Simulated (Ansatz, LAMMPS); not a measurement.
# Electronic structure of ionic liquid triethylsulfonium TFSI- with water at 300 K (120 atoms)

Aim: energy, forces, charges and density of states of ionic liquid triethylsulfonium TFSI- with water at 300 K (120 atoms) at a fixed geometry.

Calculated with Ansatz 0.2.0; Kohn-Sham DFT, PBE+D4, PAW (set soft_2), plane waves.

## (1) The structure

The cell holds 120 atoms: 24 C, 9 S, 51 H, 3 N, 15 O and 18 F. Cell: a = 11.473 Å, b = 11.473 Å, c = 11.473 Å, α = 90.0°, β = 90.0°, γ = 90.0°. 3 triethylsulfonium, 3 TFSI-, 3 H2O placed at random, at 1.38 g/cm³; overlaps pushed apart, then 10 ps at 700 K with MMFF94 bonds, angles, torsions, charges and radii (Halgren, J. Comput. Chem. 17, 490 (1996)) in harmonic and 12-6 forms; SPC/E water (Berendsen, Grigera and Straatsma, J. Phys. Chem. 91, 6269 (1987)); charges of ions scaled by 0.8. Snapshot after 30 ps at 300 K and fixed volume.

What the set-up can't give: The network of contacts between molecules at the start is that of the classical potential that made the cell, and needn't be the one that DFT or experiment would give. The density was typed from a rule of thumb and may lie off the real one at this temperature. Only the Γ point is sampled, in a cell whose shortest periodic width is 11 Å.

## (2) The classical run that made the cell

A classical potential supplies the starting structure, since it reaches far longer times than DFT.

This step: classical MD, MMFF94 bonds, angles, torsions, charges and radii (Halgren, J. Comput. Chem. 17, 490 (1996)) in harmonic and 12-6 forms; SPC/E water (Berendsen, Grigera and Straatsma, J. Phys. Chem. 91, 6269 (1987)); charges of ions scaled by 0.8 (LAMMPS 22 Jul 2025 - Update 4).

in.lmp reads:

```
# ionic liquid triethylsulfonium TFSI- with water
units real
atom_style full
boundary p p p
bond_style harmonic
angle_style harmonic
dihedral_style opls
improper_style harmonic
special_bonds lj 0 0 0.5 coul 0 0 0.75
read_data data.lmp
neigh_modify delay 0 every 1 check yes one 4000
comm_modify cutoff 12.0
timestep 0.5
thermo_style custom step time temp pe press density
thermo_modify norm yes
# push overlapping molecules apart
pair_style soft 2.6
pair_coeff * * 0.0
variable a equal ramp(1,60)
fix ad all adapt 1 pair soft a * * v_a
velocity all create 700 449863 mom yes dist gaussian
fix lim all nve/limit 0.03
fix lan all langevin 700 700 50 449864 zero yes
thermo 1000
run 3000 post no
unfix ad
pair_style lj/cut/coul/long 9.0
pair_modify mix arithmetic tail yes
pair_coeff 1 1 0.0678 3.3680   # C
pair_coeff 2 2 0.2681 3.6400   # S
pair_coeff 3 3 0.0216 2.5400   # H
pair_coeff 4 4 0.0721 3.5530   # N
pair_coeff 5 5 0.2681 3.4180   # S
pair_coeff 6 6 0.0763 3.0960   # O
# [... 22 lines left out ...]
compute msd all msd com yes
thermo 7500
fix md all nvt temp 300 300 100
run 30000 post no
print "== T300: mean square displacement over the hold $(c_msd[4]:%.2f) A^2"
unfix md
uncompute msd
write_dump all custom T300.dump id type xs ys zs modify sort id
```

On the command line:

```bash
$ lmp -in in.lmp -log none -nocite
```

Numbers of over 12 decimals in the logs are rounded to 6 here.

Output:

```text
LAMMPS (22 Jul 2025 - Update 4)
Reading data file ...
  orthogonal box = (0 0 0) to (11.4726 11.4726 11.4726)
  120 atoms
  orthogonal box = (0 0 0) to (11.4726 11.4726 11.4726)
  111 bonds
  195 angles
  207 dihedrals
WARNING: Bond/angle/dihedral extent > half of periodic box length
   Step          Time           Temp          PotEng         Press         Density
         0   0              700            0.83173738    -7855.795       1.3769985
      1000   500            562.80363      2.4391824      13042.983      1.3769985
      2000   1000           610.6905       2.4550788      12432.987      1.3769985
[... 46 lines left out ...]
WARNING: Bond/angle/dihedral extent > half of periodic box length
   Step          Time           Temp          PotEng         Press         Density
[... 2 lines left out ...]
     30000   29000          273.11843      1.9655606     -8927.1219      1.3769985
     37500   36500          310.30322      1.9498275     -5232.1603      1.3769985
     45000   44000          271.52201      2.0478544     -10352.063      1.3769985
     47000   46000          281.18305      1.8782207      4938.8329      1.3769985
WARNING: Bond/angle/dihedral extent > half of periodic box length
Loop time of 13.3342 s on 1 MPI rank(s) for 30000 steps with 120 atoms
== T300: mean square displacement over the hold 14.53 A^2
```

Run time: 22 s. Hardware: 1 thread of Arm Neoverse V1, shared host; peak memory 0.13 GiB.

The input also reads data.lmp (atoms, bonds and types; not printed here).

## (3) Plane-wave single point

One self-consistent run at the given positions yields energy and forces.

input.yaml reads:

```yaml
crystal:
  lattice:
    - [11.4726, 0.0, 0.0]
    - [0.0, 11.4726, 0.0]
    - [0.0, 0.0, 11.4726]
  atoms:
    - { symbol: C, position: [0.55717, 0.31143, 0.81114] }
    - { symbol: C, position: [0.63436, 0.32161, 0.7079] }
    - { symbol: S, position: [0.77562, 0.36925, 0.75699] }
    - { symbol: C, position: [0.81802, 0.43289, 0.62082] }
    - { symbol: C, position: [0.85252, 0.3405, 0.52938] }
    - { symbol: C, position: [0.73983, 0.50786, 0.82738] }
    - { symbol: C, position: [0.84342, 0.59324, 0.83444] }
    - { symbol: H, position: [0.54656, 0.38636, 0.85838] }
    - { symbol: H, position: [0.46865, 0.27271, 0.7853] }
    - { symbol: H, position: [0.59814, 0.25685, 0.876] }
    - { symbol: H, position: [0.64261, 0.23904, 0.6599] }
    - { symbol: H, position: [0.59742, 0.39172, 0.65823] }
    - { symbol: H, position: [0.74723, 0.49195, 0.58687] }
    - { symbol: H, position: [0.89808, 0.48901, 0.62618] }
    - { symbol: H, position: [0.86723, 0.38594, 0.44608] }
    - { symbol: H, position: [0.78664, 0.27633, 0.51265] }
    - { symbol: H, position: [0.93146, 0.29149, 0.54831] }
    - { symbol: H, position: [0.66206, 0.55002, 0.77671] }
    - { symbol: H, position: [0.72137, 0.47433, 0.91186] }
    - { symbol: H, position: [0.8191, 0.66227, 0.89008] }
    - { symbol: H, position: [0.85116, 0.63292, 0.74537] }
    - { symbol: H, position: [0.91842, 0.55353, 0.86144] }
    - { symbol: C, position: [0.86813, 0.26459, 0.04143] }
    - { symbol: C, position: [0.93689, 0.15354, 0.02616] }
    - { symbol: S, position: [0.89134, 0.03846, 0.12059] }
    - { symbol: C, position: [0.97876, 0.92485, 0.05507] }
    - { symbol: C, position: [0.10596, 0.94518, 0.06245] }
    - { symbol: C, position: [0.74455, 0.01379, 0.05527] }
    - { symbol: C, position: [0.69889, 0.89575, 0.09861] }
    - { symbol: H, position: [0.77451, 0.26023, 0.01161] }
    - { symbol: H, position: [0.90959, 0.33252, 0.99076] }
    - { symbol: H, position: [0.87624, 0.29703, 0.1289] }
    - { symbol: H, position: [0.02873, 0.17075, 0.03601] }
    - { symbol: H, position: [0.92147, 0.11435, 0.94405] }
    - { symbol: H, position: [0.95319, 0.91572, 0.96163] }
    - { symbol: H, position: [0.95385, 0.83942, 0.09658] }
    - { symbol: H, position: [0.13173, 0.02185, 0.01191] }
    - { symbol: H, position: [0.12619, 0.96443, 0.15661] }
    - { symbol: H, position: [0.1529, 0.87327, 0.02764] }
    - { symbol: H, position: [0.68725, 0.08639, 0.09007] }
    - { symbol: H, position: [0.75944, 0.017, 0.96153] }
    - { symbol: H, position: [0.60955, 0.88284, 0.06246] }
    - { symbol: H, position: [0.68724, 0.90044, 0.19051] }
    - { symbol: H, position: [0.75952, 0.82406, 0.07983] }
    - { symbol: C, position: [0.2916, 0.44832, 0.49312] }
    - { symbol: C, position: [0.35171, 0.4853, 0.38402] }
    - { symbol: S, position: [0.50988, 0.47737, 0.41669] }
    - { symbol: C, position: [0.53701, 0.63697, 0.44113] }
    - { symbol: C, position: [0.48686, 0.66738, 0.5564] }
    - { symbol: C, position: [0.55045, 0.47861, 0.26468] }
    - { symbol: C, position: [0.67941, 0.50503, 0.24667] }
    - { symbol: H, position: [0.20024, 0.47964, 0.47882] }
    - { symbol: H, position: [0.29895, 0.35353, 0.49581] }
    - { symbol: H, position: [0.33676, 0.48921, 0.5663] }
    - { symbol: H, position: [0.31568, 0.43148, 0.31527] }
    - { symbol: H, position: [0.33048, 0.57503, 0.36624] }
    - { symbol: H, position: [0.6298, 0.63478, 0.44312] }
    - { symbol: H, position: [0.49446, 0.67682, 0.3667] }
    - { symbol: H, position: [0.51651, 0.75308, 0.58059] }
    - { symbol: H, position: [0.39193, 0.65857, 0.55303] }
    - { symbol: H, position: [0.50763, 0.60799, 0.62921] }
    - { symbol: H, position: [0.52753, 0.3946, 0.23368] }
    - { symbol: H, position: [0.49771, 0.53516, 0.21386] }
    - { symbol: H, position: [0.71339, 0.493, 0.15612] }
    - { symbol: H, position: [0.73408, 0.45937, 0.31076] }
    - { symbol: H, position: [0.69799, 0.59981, 0.2626] }
    - { symbol: "N", position: [0.93122, 0.91145, 0.51884] }
    - { symbol: S, position: [0.0128, 0.80034, 0.50481] }
    - { symbol: O, position: [0.00364, 0.71187, 0.59134] }
    - { symbol: O, position: [0.12916, 0.82972, 0.46576] }
    - { symbol: C, position: [0.94372, 0.73247, 0.37563] }
    - { symbol: F, position: [0.02204, 0.72468, 0.28686] }
    - { symbol: F, position: [0.84314, 0.78121, 0.33836] }
    - { symbol: F, position: [0.9158, 0.62101, 0.40271] }
    - { symbol: S, position: [0.81037, 0.8797, 0.57788] }
    - { symbol: O, position: [0.71484, 0.96316, 0.55372] }
    - { symbol: O, position: [0.77107, 0.75958, 0.56231] }
    - { symbol: C, position: [0.84582, 0.89487, 0.73055] }
    [... 36 atom lines left out ...]
    - { symbol: O, position: [0.36074, 0.81185, 0.14365] }
    - { symbol: H, position: [0.28867, 0.77017, 0.11782] }
    - { symbol: H, position: [0.34025, 0.86968, 0.20556] }
    - { symbol: O, position: [0.28957, 0.92296, 0.34226] }
    - { symbol: H, position: [0.22246, 0.88826, 0.38572] }
    - { symbol: H, position: [0.35061, 0.9488, 0.39886] }
kpoints:
  mp_grid: { grid: [1, 1, 1] }
hamiltonian:
  xc: pbe
  dispersion: d4
scf:
  occupations: { method: fixed }
output:
  forces: true
  stress: true
  populations: true
  dos:
    method: { smearing: { sigma: 0.1 } }
    de: 0.1
    projected: { site_lists: { C: [C], F: [F], H: [H], "N": ["N"], O: [O] } }
  eigenvalues: true
  write_density: true
  write_potential: true
  volumetric_format: npy
```

On the command line:

```bash
$ ansatz run input.yaml --threads 8 --pin off --max-ram 15872MiB --backend cpu --events-out ev --progress --plain --runs-dir out
```

Output:

```text
Engine: ansatz 0.2.0, aarch64-unknown-linux-gnu
Pseudopotentials: kind: paw
Pseudopotential: C, paw, valence charge 4, recommended cutoff 420 eV (normal), C.paw.azcp
Pseudopotential: S, paw, valence charge 6, recommended cutoff 420 eV (normal), S.paw.azcp
Pseudopotential: H, paw, valence charge 1, recommended cutoff 420 eV (normal), H.paw.azcp
Pseudopotential: N, paw, valence charge 5, recommended cutoff 420 eV (normal), N.paw.azcp
Pseudopotential: O, paw, valence charge 6, recommended cutoff 420 eV (normal), O.paw.azcp
Pseudopotential: F, paw, valence charge 7, recommended cutoff 420 eV (normal), F.paw.azcp
Functional definition: PBE
  parameter kappa = 0.804
  parameter beta = 0.066725
  exchange = pbe_x(kappa = kappa, mu = beta*pi^2/3)
  correlation = pbe_c(beta = beta)
Crystal: 120 atoms, lattice volume = 1510.030 Å³
Basis set: ecut = 420 eV, 29423 PW (Γ), exchange–correlation on 160×160×160 points (8 copies of the dense FFT grid, shifted against one another)
Bands: 336, of which v1, the nominal top of the filled ones, is band 216 counted from 1 (215 counted from 0)
Symmetry: 1 space group operations
Space group: P1 (ITA 1), of the structure as read, at distance tolerance 1.1e-4 Å
k-points: 1
Non-local potential: C, projectors of the file, l = 0: 2, l = 1: 2, l = 2: 1
Non-local potential: S, projectors of the file, l = 0: 2, l = 1: 2, l = 2: 2
Non-local potential: H, projectors of the file, l = 0: 2, l = 1: 1
Non-local potential: N, projectors of the file, l = 0: 2, l = 1: 2, l = 2: 1
Non-local potential: O, projectors of the file, l = 0: 2, l = 1: 2, l = 2: 1
Non-local potential: F, projectors of the file, l = 0: 2, l = 1: 2, l = 2: 1
PAW form: soft (Blöchl's): semilocal exchange-correlation on the pseudo side does not see the compensation charge
PAW one-centre angular grid: C, 110 points (default); XC on 64 Gauss nodes
PAW one-centre angular grid: S, 110 points (default); XC on 64 Gauss nodes
PAW one-centre angular grid: H, 110 points (default); XC on 64 Gauss nodes
PAW one-centre angular grid: N, 110 points (default); XC on 64 Gauss nodes
PAW one-centre angular grid: O, 110 points (default); XC on 64 Gauss nodes
PAW one-centre angular grid: F, 110 points (default); XC on 64 Gauss nodes
Initial density: superposition of atomic densities (neutral atoms: chi_scale 0, normalization atom), corrected by the library's trained network
Initial wavefunctions: pseudopotential atomic-orbital guess
Functional: x = pbe(κ = 0.804, μ = 0.219515), c = pbe(β = 0.066725)
SCF iter   1: F=—  HF=-39151.332694 eV  |F-HF|=—  |Δ(HF+E_count)|=         —  Δρ=6.43e-3  dr2=1.19e0  ethr=1.77e-3  ⟨swp⟩=4.0  Hψ=1250  notcnv=0  defer=118
preconditioner: auto → Resta (q_TF=auto, 2.215 Å⁻¹)  ε∞=2.5  [insulator: Δε(μ)=3.962 eV  Ē_g=15.247 eV  n_scr=256 (ndim 8)  ℏωp=19.0 eV  f_vac=0.316  ε∞_Penn≈2.5  vacuum switching on, ρ_ref=1.7e-2 e/Å³]
SCF iter   2: F=—  HF=-39150.937627 eV  |F-HF|=—  |Δ(HF+E_count)|=   3.95e-1  Δρ=3.35e-3  dr2=1.97e-1  ethr=2.76e-4  ⟨swp⟩=2.0  Hψ=432  notcnv=0  defer=118
SCF iter   3: F=—  HF=-39150.898260 eV  |F-HF|=—  |Δ(HF+E_count)|=   3.94e-2  Δρ=1.57e-3  dr2=4.67e-2  ethr=4.57e-5  ⟨swp⟩=2.0  Hψ=421  notcnv=0  defer=118
SCF iter   4: F=—  HF=-39150.889522 eV  |F-HF|=—  |Δ(HF+E_count)|=   8.74e-3  Δρ=6.94e-4  dr2=6.79e-3  ethr=1.08e-5  ⟨swp⟩=2.0  Hψ=516  notcnv=0  defer=118
SCF iter   5: F=—  HF=-39150.889105 eV  |F-HF|=—  |Δ(HF+E_count)|=   4.17e-4  Δρ=3.19e-4  dr2=1.18e-3  ethr=1.57e-6  ⟨swp⟩=2.0  Hψ=422  notcnv=0  defer=118
SCF iter   6: F=—  HF=-39150.889070 eV  |F-HF|=—  |Δ(HF+E_count)|=   3.55e-5  Δρ=8.35e-5  dr2=7.38e-5  ethr=2.72e-7  ⟨swp⟩=2.0  Hψ=420  notcnv=0  defer=115
SCF iter   7: F=—  HF=-39150.889181 eV  |F-HF|=—  |Δ(HF+E_count)|=   1.11e-4  Δρ=3.55e-5  dr2=1.47e-5  ethr=1.71e-8  ⟨swp⟩=2.0  Hψ=418  notcnv=0  defer=114
SCF iter   8: F=—  HF=-39150.889182 eV  |F-HF|=—  |Δ(HF+E_count)|=   1.28e-6  Δρ=1.29e-5  dr2=1.73e-6  ethr=3.41e-9  ⟨swp⟩=2.0  Hψ=530  notcnv=0  defer=114
SCF iter   9: F=—  HF=-39150.889182 eV  |F-HF|=—  |Δ(HF+E_count)|=   3.89e-7  Δρ=3.81e-6  dr2=1.34e-7  ethr=4.01e-10  ⟨swp⟩=2.0  Hψ=418  notcnv=0  defer=114
SCF iter  10: F=-39150.889182 eV  HF=-39150.889182 eV  |F-HF|=5.11e-9  |Δ(HF+E_count)|=   8.79e-8  Δρ=1.61e-6  dr2=2.77e-8  ethr=2.31e-11  ⟨swp⟩=22.0  Hψ=3288  notcnv=0
SCF 1 converged in 10 iterations: F = -39150.889182 eV  dr2 = 2.77e-8
  greatest PAW one-centre occupation: 0.935 electrons in one spin orbital (limit 2), on the F atom at site 101 (counted from 0), in its partial waves of l = 0
WARN: The output density's exchange-correlation potential varies sharply where the density is thin. Do not read a vacuum level from v_tot or v_xc, or from such a field of the output density. On a cell that repeats whose density bears no net charge and no dipole along the vacuum's axis use v_es (v_loc + v_h of the components); [...]
SCF converged after 10 iterations
Free energy (F): -39150.889182 eV
Harris-Foulkes:  -39150.889182 eV  (|F-HF|=5.11e-9)
Internal energy: -39150.889182 eV  (E = F + TS)
E sigma→0 (E₀):  -39150.889182 eV
Fermi energy:    0.339997 eV
--- Per-component energies (eV) ---
  E_band       = -3899.566859
  E_kinetic    = 10658.099056
  E_local      = -48539.634617  (includes V_loc(G=0)·N_el)
  E_nonlocal   = 3155.222852
  E_hartree    = 19571.129998
  E_xc         = -5203.832928
  E_vxc        = -6282.860580  (∫ρ·V_xc dr)
  E_paw        = -14182.314779  (= ΣΔE_a)
  E_vpaw       = -2032.656721  (= ΣTr[D̂ρ^β])
  E_aug_tail   = 0.005533  (compensation charges beyond the density's cutoff)
  E_ewald      = -4602.678992
  E_disp       = -6.885304  (pairwise vdW)
  E_smearing   = -0.000000  (= −TS)
  E_closure    = 0.000000  (closes the sum)
  Σ components = -39150.889182   (vs F -39150.889182, Δ=0.00e0)
--- Forces (eV/Å), atoms counted from 1 ---
  atom   1  C     -1.18797993    -3.31171394    -0.37485873
  atom   2  C     -0.36747931    -0.14582253     0.54672549
  atom   3  S      0.47744522     1.10830029    -1.17067659
  atom   4  C      1.56921977     0.31939824    -1.95609522
  atom   5  C     -0.11256027     0.49458321    -0.31479271
  atom   6  C     -0.44607612     0.88515008    -1.02365785
  atom   7  C     -2.70491237     0.04219023    -3.20414272
  atom   8  H     -0.61747316     2.57476162     0.81865742
  atom   9  H      1.38304124     0.58679201     0.61236534
  atom  10  H     -0.02935085    -1.09336779     0.30809091
  atom  11  H      0.16431448     0.19462952    -0.01889540
  atom  12  H      0.11605251     0.45359238    -1.08778366
  atom  13  H      0.41905829    -0.60603270     0.57661755
  atom  14  H     -0.72553642    -0.32454679     0.69603467
[...]
atom 119  H      1.04059090     0.58738549    -0.34853033
  atom 120  H     -0.70103584    -0.42734271    -0.77722248
  max |Σ_I F_I| component: 7.49e-5 eV/Å
--- Stress (GPa, compression-positive) ---
        1.108560       0.365807      -0.991679
        0.365807       2.256537      -0.141648
       -0.991680      -0.141648       2.579392
  P = ⅓ Tr σ = 1.9815 GPa (19.815 kbar)
--- Band table (eV) ---
  k-point 0: bands = ["-28.2732", "-27.7678", "-27.6677", "-27.5565", [... 320 levels ...], "10.1698", "10.2326", "10.2998", "10.3526", "10.3579", "10.4223", "10.4365", "10.4829", "10.5272", "10.5567", "10.5833", "10.6356"]
--- Löwdin populations: 120 sites ---
  site symbol       q [e]
     0      C      4.4626
     1      C      4.3455
     2      S      5.1746
[...]
119      H      0.6140
  spilling = 0.015413 (of n_electrons = 432.000000)
```

Run time: 13 s. Hardware: 8 threads of Arm Neoverse V1, shared host; peak memory 1.9 GiB.

The program notes that the exchange-correlation potential is rough where the density is thin.

Numbers from this run:

```yaml
free_energy: -39150.8892 eV
free_energy_per_atom: -326.2574 eV/atom
scf_cycles: 10
pressure: 1.981 GPa
r_m_s_force_component: 0.8955 eV/Å
longest_force: 4.193 eV/Å
fermi_energy: 0.34 eV
spacing_of_highest_filled_and_lowest_empty_level: 2.542 eV
spilling_of_the_projection: 0.01541
```

Neighbours are counted within 1.34 Å (H-C), 1.21 Å (H-O), 1.85 Å (C-C), 1.62 Å (C-F), 2.21 Å (C-S), 1.88 Å (O-S), 2.02 Å (S-N).

Length of the force by element and coordination:

| element | coordination | atoms | mean length of the force (eV/Å) | spread | least | most |
| --- | --- | --- | --- | --- | --- | --- |
| C | all | 24 | 1.91 | 1.02 | 0.597 | 4.19 |
| F | all | 18 | 1.06 | 0.557 | 0.299 | 2.11 |
| H | all | 51 | 1.02 | 0.534 | 0.126 | 2.81 |
| N | all | 3 | 1.59 | 0.638 | 0.691 | 2.11 |
| O | all | 15 | 1.14 | 0.565 | 0.528 | 2.51 |
| O | 1 | 12 | 1.28 | 0.543 | 0.536 | 2.51 |
| O | 2 | 3 | 0.559 | 0.0291 | 0.528 | 0.598 |
| S | all | 9 | 2.11 | 1.04 | 0.414 | 3.64 |
| S | 3 | 3 | 1.51 | 0.833 | 0.414 | 2.43 |
| S | 4 | 6 | 2.41 | 1.000 | 0.969 | 3.64 |

Löwdin charges by element and coordination (they lack the spilled electrons, 0.055 e an atom on average):

| element | coordination | atoms | mean charge (e) | spread | least | most |
| --- | --- | --- | --- | --- | --- | --- |
| C | all | 24 | -0.139 | 0.450 | -0.472 | 0.655 |
| F | all | 18 | -0.219 | 0.0131 | -0.247 | -0.195 |
| H | all | 51 | 0.235 | 0.0601 | 0.159 | 0.399 |
| N | all | 3 | -0.868 | 0.0207 | -0.895 | -0.845 |
| O | all | 15 | -0.730 | 0.0243 | -0.776 | -0.684 |
| O | 1 | 12 | -0.730 | 0.0244 | -0.776 | -0.684 |
| O | 2 | 3 | -0.732 | 0.024 | -0.764 | -0.706 |
| S | all | 9 | 1.72 | 0.672 | 0.720 | 2.23 |
| S | 3 | 3 | 0.773 | 0.0429 | 0.720 | 0.825 |
| S | 4 | 6 | 2.20 | 0.04 | 2.11 | 2.23 |

States in the cell by windows of 1 eV, zero at the Fermi level; the larger projections on atomic orbitals stand beside the total:

| from (eV) | to (eV) | total | F p | C p | O p | H s |
| --- | --- | --- | --- | --- | --- | --- |
| -10 | -9 | 25.7 | 14.8 | 5.0 | 0.3 | 0.7 |
| -9 | -8 | 8.7 | 2.6 | 2.5 | 1.1 | 0.9 |
| -8 | -7 | 27.3 | 1.4 | 10.7 | 4.4 | 4.3 |
| -7 | -6 | 38.7 | 16.5 | 6.9 | 6.1 | 3.1 |
| -6 | -5 | 52.4 | 25.4 | 9.9 | 7.2 | 4.3 |
| -5 | -4 | 52.2 | 21.1 | 15.2 | 3.7 | 7.4 |
| -4 | -3 | 32.3 | 2.2 | 9.1 | 9.1 | 6.1 |
| -3 | -2 | 29.7 | 2.0 | 1.4 | 20.4 | 0.5 |
| -2 | -1 | 20.5 | 0.9 | 0.5 | 14.4 | 0.1 |
| -1 | 0 | 5.2 | 0.1 | 0.1 | 4.4 | 0.0 |
| 0 | 1 | 0.6 | 0.0 | 0.0 | 0.6 | 0.0 |
| 1 | 2 | 0.0 | 0.0 | 0.0 | 0.0 | 0.0 |
| 2 | 3 | 5.4 | 0.0 | 1.6 | 0.0 | 0.4 |
| 3 | 4 | 7.8 | 0.0 | 1.9 | 0.0 | 0.9 |
| 4 | 5 | 20.7 | 1.1 | 4.1 | 1.7 | 3.0 |

With fixed occupations the program's Fermi level is the highest filled level; weight inside the gap is the broadening of levels at its edges.

Between -26 and -10 eV lie 125 more states.

Not all projections were asked for or kept, so they needn't add up to the total.

The levels nearest the highest filled one (over half full), pooled over k-points and spins:

| level less the highest filled one (eV) | occupation |
| --- | --- |
| -1.32 | 2 |
| -1.30 | 2 |
| -1.16 | 2 |
| -0.873 | 2 |
| -0.534 | 2 |
| 0 | 2 |
| 2.54 | 0 |
| 2.79 | 0 |
| 3.00 | 0 |
| 3.26 | 0 |
| 3.51 | 0 |
| 3.73 | 0 |

(Part 1 of 2 ends here.)

[Logs are printed without paths, hosts, clocks, repeated set-up lines and the standing remarks that a program may print on its own settings, such as how far it seeks lower states.]

[Hosts, paths, dates, database ids (printed as entryN), source tags and the programs' standing remarks are cut or masked in the printed files.]

[The MMFF94 radii named for the starting cell were scaled by 0.96; in molecules described by MMFF94, hydrogen bound to N, O or S took a small fixed 12-6 site in their place.]
